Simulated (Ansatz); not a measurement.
# Quasiparticle gap of Ta3N5 (Cmcm), part 2 of 2

Wanted: the gap of Ta3N5 (Cmcm) with a many-body correction, and the time that it takes.

Ansatz 0.2.0; LDA, then G0W0 on it, plane waves, PAW. Known limits of the many-body steps: finite bands, screening cutoff and k mesh; no spin-orbit coupling in G0W0.

So far. Step 2 (Bands along the symmetry lines): Over mesh and path the gap is 1.087 eV, from k = (0.143, 0.143, 0.000) to k = (-0.500, 0.500, 0.000). The least direct gap found is 1.361 eV, at k = (-0.300, 0.300, 0.000). On the 6×6×2 mesh alone the same run gives 1.139 eV, so that mesh misses an edge of LDA: 1.139 − 1.087 = +0.052 eV.

## 3. One-shot GW

G0W0 replaces the xc potential by a self-energy built once from the orbitals of the start. Levels are corrected in the window of bands that the input names, at points of the mesh.

This step: G0W0 on LDA, plane waves, PAW.

input.yaml reads:

```yaml
crystal:
  lattice:
    - [1.9431, -5.1059, 0.0]
    - [1.9431, 5.1059, 0.0]
    - [0.0, 0.0, 10.2624]
  atoms:
    - { symbol: Ta, position: [0.8029, 0.1971, 0.25] }
    - { symbol: Ta, position: [0.1971, 0.8029, 0.75] }
    - { symbol: Ta, position: [0.86545, 0.13455, 0.55906] }
    - { symbol: Ta, position: [0.13455, 0.86545, 0.05906] }
    - { symbol: Ta, position: [0.13455, 0.86545, 0.44094] }
    - { symbol: Ta, position: [0.86545, 0.13455, 0.94094] }
    - { symbol: "N", position: [0.23678, 0.76322, 0.25] }
    - { symbol: "N", position: [0.76322, 0.23678, 0.75] }
    - { symbol: "N", position: [0.95299, 0.04701, 0.11949] }
    - { symbol: "N", position: [0.04701, 0.95299, 0.61949] }
    - { symbol: "N", position: [0.04701, 0.95299, 0.88051] }
    - { symbol: "N", position: [0.95299, 0.04701, 0.38051] }
    - { symbol: "N", position: [0.69138, 0.30862, 0.07378] }
    - { symbol: "N", position: [0.30862, 0.69138, 0.57378] }
    - { symbol: "N", position: [0.30862, 0.69138, 0.92622] }
    - { symbol: "N", position: [0.69138, 0.30862, 0.42622] }
kpoints:
  mp_grid: { grid: [6, 6, 2] }
hamiltonian:
  xc: lda
  pseudopotentials: { kind: paw, source: ansatz }
scf:
  occupations: { method: fixed }
gw:
  n_empty_bands: 685
  ecut_chi: 130.0
  qp_bands: [v4, c4]
  qp_kpoints: band_edges
  screening: { model: contour_deformation }
```

Command:

```sh
$ ansatz run input.yaml --threads 16 --pin off --max-ram 82944MiB --backend cuda --events-out ev --progress --plain --runs-dir out --devices 1 --max-vram 78GiB
```

Numbers of over 12 decimals in the logs are rounded to 6 here.

The program printed:

```text
GPUs: using 1 of 1 available (devices: 1).
[...]
concurrent solve slots: 13 of 16 are kept, ahead of what memory takes: no pass of the eigensolver takes more rounds on 13
[...]
Crystal: 16 atoms, lattice volume = 203.632 Å³
Basis set: ecut = 870 eV, 11833 PW (Γ)
Bands: 128, of which v1, the nominal top of the filled ones, is band 106 counted from 1 (105 counted from 0)
Symmetry: 8 space group operations
[...]
k-points: 26 of 72
[...]
SCF iter   1: F=—  HF=-102947.763154 eV  |F-HF|=—  |Δ(HF+E_count)|=         —  Δρ=1.06e-1  dr2=2.24e1  ethr=3.10e-3  ⟨swp⟩=4.9  Hψ=9995  notcnv=0  defer=513
[...]
SCF iter   6: F=—  HF=-102942.024888 eV  |F-HF|=—  |Δ(HF+E_count)|=   1.50e-3  Δρ=1.05e-3  dr2=2.43e-3  ethr=5.91e-6  ⟨swp⟩=2.0  Hψ=5850  notcnv=0  defer=520
[...]
SCF iter  10: F=—  HF=-102942.024240 eV  |F-HF|=—  |Δ(HF+E_count)|=   3.67e-7  Δρ=2.97e-5  dr2=2.20e-6  ethr=2.95e-9  ⟨swp⟩=2.1  Hψ=5620  notcnv=0  defer=409
[...]
SCF iter  12: F=-102942.024240 eV  HF=-102942.024240 eV  |F-HF|=4.49e-8  |Δ(HF+E_count)|=   8.52e-8  Δρ=5.89e-6  dr2=7.34e-8  ethr=4.72e-11  ⟨swp⟩=12.0  Hψ=13301  notcnv=0
SCF 1 converged in 12 iterations: F = -102942.024240 eV  dr2 = 7.34e-8
[...]
NSCF: frozen V_eff on 26 k-points
[...]
SCF converged after 12 iterations
[...]
14   110     16.2469   -13.7176    -4.9019   -19.3735  0.7621    17.0132    17.0007  root
    16   103     12.8213   -20.9568     2.7408   -18.1588  0.7439    12.7640    12.7641  root
    16   104     13.2124   -21.6521     2.7958   -18.8357  0.7434    13.1918    13.1918  root
    16   105     13.3844   -22.4785     2.8776   -19.6342  0.7505    13.4177    13.4177  root
    16   106     13.7107   -21.4660     2.3835   -19.1263  0.7501    13.7545    13.7545  root
    16   107     15.0868   -13.5689    -4.4964   -18.7769  0.7762    15.8067    15.7984  root
    16   108     15.7795   -13.7613    -4.7538   -19.2595  0.7678    16.5347    16.5238  root
    16   109     15.8957   -13.4629    -4.9580   -19.1722  0.7656    16.6588    16.6469  root
    16   110     16.0182   -13.7767    -4.6575   -19.1765  0.7673    16.7715    16.7606  root
    17   103     13.0532   -21.3568     2.7662   -18.5620  0.7446    13.0247    13.0247  root
    17   104     13.0532   -21.3568     2.7662   -18.5620  0.7446    13.0247    13.0247  root
    17   105     13.1169   -21.7232     2.7995   -18.9163  0.7483    13.1094    13.1094  root
    17   106     13.1169   -21.7232     2.7995   -18.9163  0.7483    13.1094    13.1094  root
    17   107     15.3787   -13.8602    -4.5093   -19.0913  0.7718    16.1096    16.1005  root
    17   108     15.3787   -13.8602    -4.5093   -19.0913  0.7718    16.1096    16.1005  root
    17   109     16.3330   -13.3914    -5.2823   -19.4497  0.7594    17.1233    17.1091  root
    17   110     16.3330   -13.3914    -5.2823   -19.4497  0.7594    17.1233    17.1091  root
    20   103     12.9736   -20.9546     2.6067   -18.3170  0.7448    12.9427    12.9427  root
    20   104     13.0291   -21.6376     2.8091   -18.8120  0.7455    13.0126    13.0126  root
    20   105     13.0955   -21.5910     2.6247   -18.9727  0.7475    13.1019    13.1019  root
    20   106     13.0970   -22.0361     2.9176   -19.0978  0.7470    13.0763    13.0763  root
    20   107     15.9094   -13.9616    -4.5556   -19.2382  0.7631    16.6411    16.6304  root
    20   108     15.9506   -13.2878    -4.6967   -18.7037  0.7671    16.6802    16.6698  root
    20   109     16.4267   -13.7147    -4.5344   -18.9619  0.7615    17.1501    17.1394  root
    20   110     16.4699   -13.7389    -4.8533   -19.3385  0.7601    17.2288    17.2161  root
    22   103     12.7666   -21.2209     2.8985   -18.2662  0.7415    12.7103    12.7104  root
    22   104     12.9744   -21.5595     2.7890   -18.7369  0.7430    12.9408    12.9408  root
    22   105     13.0756   -22.4239     2.7890   -19.6785  0.7492    13.1192    13.1192  root
    22   106     13.6119   -21.5382     2.5101   -19.0541  0.7486    13.6379    13.6379  root
    22   107     14.9730   -13.3069    -4.5646   -18.5815  0.7782    15.6912    15.6830  root
    22   108     15.6630   -13.5938    -4.7374   -19.0635  0.7678    16.4057    16.3953  root
    22   109     16.1138   -13.4097    -4.5125   -18.6342  0.7682    16.8352    16.8257  root
    22   110     16.3668   -13.9464    -4.8523   -19.5441  0.7583    17.1250    17.1123  root
    23   103     12.7515   -21.4717     2.7135   -18.7517  0.7454    12.7450    12.7450  root
    23   104     12.7515   -21.4717     2.7135   -18.7517  0.7454    12.7450    12.7450  root
    23   105     13.1563   -21.4810     2.7538   -18.7072  0.7449    13.1362    13.1362  root
    23   106     13.1563   -21.4810     2.7538   -18.7072  0.7449    13.1362    13.1362  root
    23   107     15.3352   -13.7375    -4.5147   -18.9675  0.7722    16.0593    16.0505  root
    23   108     15.3352   -13.7375    -4.5147   -18.9675  0.7722    16.0593    16.0505  root
    23   109     16.4797   -13.5788    -4.6616   -18.9748  0.7636    17.2256    17.2141  root
[...]
24   107     14.9104   -13.1259    -4.6319   -18.4705  0.7795    15.6312    15.6229  root
    24   108     15.5790   -13.6024    -4.6747   -19.0029  0.7688    16.3147    16.3047  root
    24   109     16.0775   -13.0850    -4.4025   -18.1688  0.7709    16.7671    16.7588  root
    24   110     16.6726   -13.8928    -5.3256   -20.0019  0.7517    17.4723    17.4562  root
    25   103     12.5970   -21.4433     3.0210   -18.3481  0.7397    12.5226    12.5227  root
    25   104     12.5970   -21.4433     3.0210   -18.3481  0.7397    12.5226    12.5227  root
    25   105     13.1994   -21.6082     2.7559   -18.8391  0.7446    13.1862    13.1862  root
    25   106     13.1994   -21.6082     2.7559   -18.8391  0.7446    13.1862    13.1862  root
    25   107     15.2877   -13.6725    -4.5121   -18.8971  0.7728    16.0089    16.0002  root
    25   108     15.2877   -13.6725    -4.5121   -18.8971  0.7728    16.0089    16.0002  root
    25   109     16.4262   -13.2777    -4.6102   -18.6010  0.7666    17.1495    17.1392  root
    25   110     16.4262   -13.2777    -4.6102   -18.6010  0.7666    17.1495    17.1392  root
```

Elapsed: 4.8 min, on 1 × NVIDIA GB200 (shared by 2 runs) with 16 threads of Arm Neoverse V2, shared host; peak memory 7.9 GiB.

This step gave:

* bands summed: 791
* RPA ε∞ on this mesh (eigenvalues): 10.87, 10.91, 12.12
* plane waves in the screening matrix: 681
* q-points in the mesh: 72
* G0W0 gap over the corrected points: 1.809 eV
* k of the valence top: 0, 0, 0
* k of the conduction bottom: -0.5, -0.5, 0
* starting gap on the mesh: 1.137 eV
* Z at the valence top: 0.7502
* Z at the conduction bottom: 0.7795
* least direct G0W0 gap over the corrected points: 2.044 eV

Over 21 of 26 irreducible mesh points the G0W0 gap is 1.809 eV, from k = Γ to k = (-0.500, -0.500, 0.000). The LDA gap of this run on the mesh is 1.137 eV. Other states bound it: the two that bound the G0W0 gap lie 1.147 eV apart in LDA, so state for state the correction is 1.809 − 1.147 = +0.662 eV, while gap against gap it is 1.809 − 1.137 = +0.672 eV. The start of this run differs from the step before in files (soft_2 PAW and hard PAW) and plane-wave cutoff (420 eV and 870 eV).

Labels follow the order of the start: v1 is the top filled band, c1 the lowest empty one; levels that stay degenerate share a row, the window can cut a multiplet, doubted levels are not marked in this list, bands outside the window were not corrected, and the list may be a part of the corrected levels. The levels before and after the correction (eV, zero at the valence-band top of each column):

```csv
,conduction bottom,valence top
Kohn-Sham,1.14,0.00
G0W0,1.81,0.00
```

```csv
,level,occupation,energy (eV)
Kohn-Sham,Γ v3,2,-0.494
Kohn-Sham,Γ v2,2,-0.273
Kohn-Sham,Γ v1,2,-0.010
Kohn-Sham,Γ c1,0,1.380
Kohn-Sham,Γ c2,0,1.698
Kohn-Sham,Γ c3,0,2.081
Kohn-Sham,(-0.5 -0.5 0) v3,2,-0.929
Kohn-Sham,(-0.5 -0.5 0) v2,2,-0.784
Kohn-Sham,(-0.5 -0.5 0) v1,2,-0.290
Kohn-Sham,(-0.5 -0.5 0) c1,0,1.137
Kohn-Sham,(-0.5 -0.5 0) c2,0,1.806
Kohn-Sham,(-0.5 -0.5 0) c3,0,2.304
G0W0,Γ v3,2,-0.547
G0W0,Γ v2,2,-0.279
G0W0,Γ v1,2,0.000
G0W0,Γ c1,0,2.069
G0W0,Γ c2,0,2.391
G0W0,Γ c3,0,2.774
G0W0,(-0.5 -0.5 0) v3,2,-0.899
G0W0,(-0.5 -0.5 0) v2,2,-0.841
G0W0,(-0.5 -0.5 0) v1,2,-0.322
G0W0,(-0.5 -0.5 0) c1,0,1.809
G0W0,(-0.5 -0.5 0) c2,0,2.491
G0W0,(-0.5 -0.5 0) c3,0,2.945
```

The parts of the quasiparticle energy for the two states that bound the G0W0 gap, in eV on the run's own scale (QP = start + Σx + Σc − Vxc, with Σc at the quasiparticle energy):

```
             edge                        k  band   start       Σx      Σc      Vxc      Z      QP
      valence top                        Γ   106  13.763  −21.488   2.351  −19.187  0.750  13.814
conduction bottom  (-0.500, -0.500, 0.000)   107  14.910  −13.126  −4.632  −18.471  0.779  15.623
```

## 4. Side by side

Each gap is the least one over the points named; times are wall times on shared hosts, not benchmarks. A G0W0 time includes the run's own self-consistent start. Symmetry makes (-0.500, 0.500, 0.000) and (-0.500, -0.500, 0.000) one point.

| level | mesh | files, cutoff | bands summed, screening | points | gap (eV) | valence top | conduction bottom | least direct gap (eV) | time |
| --- | --- | --- | --- | --- | --- | --- | --- | --- | --- |
| LDA | 6×6×2 | soft_2 PAW, 420 eV | - | mesh and path | 1.087 | (0.143, 0.143, 0.000) | (-0.500, 0.500, 0.000) | 1.361 | 1.6 s |
| G0W0@LDA | 6×6×2 | hard PAW, 870 eV | 791, 130 eV | 21 of 26 irreducible mesh points | 1.809 | Γ | (-0.500, -0.500, 0.000) | 2.044 | 4.8 min |

## 5. What came out

- LDA gap over mesh and path: 1.087 eV, from k = (0.143, 0.143, 0.000) to k = (-0.500, 0.500, 0.000)
- G0W0@LDA gap over 21 of 26 irreducible mesh points: 1.809 eV, from k = Γ to k = (-0.500, -0.500, 0.000)
- GW settings: 6×6×2 mesh, 685 empty bands, screening to 130 eV, hard PAW files
- known limits: finite bands, screening cutoff and k mesh; no spin-orbit coupling in G0W0

Over 21 of 26 irreducible mesh points the G0W0 gap is 1.809 eV, from k = Γ to k = (-0.500, -0.500, 0.000). The LDA gap of this run on the mesh is 1.137 eV. Other states bound it: the two that bound the G0W0 gap lie 1.147 eV apart in LDA, so state for state the correction is 1.809 − 1.147 = +0.662 eV, while gap against gap it is 1.809 − 1.137 = +0.672 eV. The valence state moves by 13.814 − 13.763 = +0.051 eV and the conduction state by 15.623 − 14.910 = +0.713 eV, on the run's own scale; how far single levels stand from their limit in bands is not shown. Over mesh and path, LDA puts the valence top at k = (0.143, 0.143, 0.000), where no G0W0 correction was computed. The G0W0 gap over the whole zone is therefore not known from this run; at its settings it can only be equal to or under the 1.809 eV found, and no correction is carried over from another point. For the start itself the gap is 1.087 eV over mesh and path and 1.137 eV on the mesh of the G0W0 run, in runs that differ in files (soft_2 PAW and hard PAW) and plane-wave cutoff (420 eV and 870 eV). No second run with other bands and screening cutoff is shown, so the distance to the basis limit is not known. The G0W0 runs are scalar-relativistic; no run with spin-orbit coupling is shown, so its effect in this cell, which holds Ta, is not known. No pair of G0W0 runs that differ in the mesh alone is shown (6×6×2 is a supercell whose nearest images lie 21 Å apart), so the error from the mesh is not known here. G0W0 is shown with one set of atomic data (hard PAW), so the error from the files is not known here. Failed or unusable runs on LDA in this series, left out of the table: G0W0@LDA (8×8×4 mesh, hard PAW files, 870 eV, 685 empty bands) reached its time limit after 15 min.

[Paths, hosts, dates, memory and timing lines, banners, echoed tables and standing remarks are left out of the program output.]

[Logs are printed without paths, hosts, clocks, repeated set-up lines and the standing remarks that a program may print on its own settings, such as how far it seeks lower states.]

[Runs of the session that timed out or met a known fault of the program may be left out.]

[Cells called generated may have been cut or substituted from an entry of the Crystallography Open Database or the Materials Project.]

[Hosts, paths, dates, database ids (printed as entryN), source tags and the programs' standing remarks are cut or masked in the printed files.]

[Where an RPA ε∞ is given, it is that of the G0W0 mesh and is not shown converged in it. Names of k-points follow the symmetry that the program found, which can be lower than the space group named. Band edges on a path are those of the sampled points; other points can move an edge, and change direct to indirect where valleys lie close.]

[Hybrid gaps are those of their k-mesh and are not shown converged in it.]
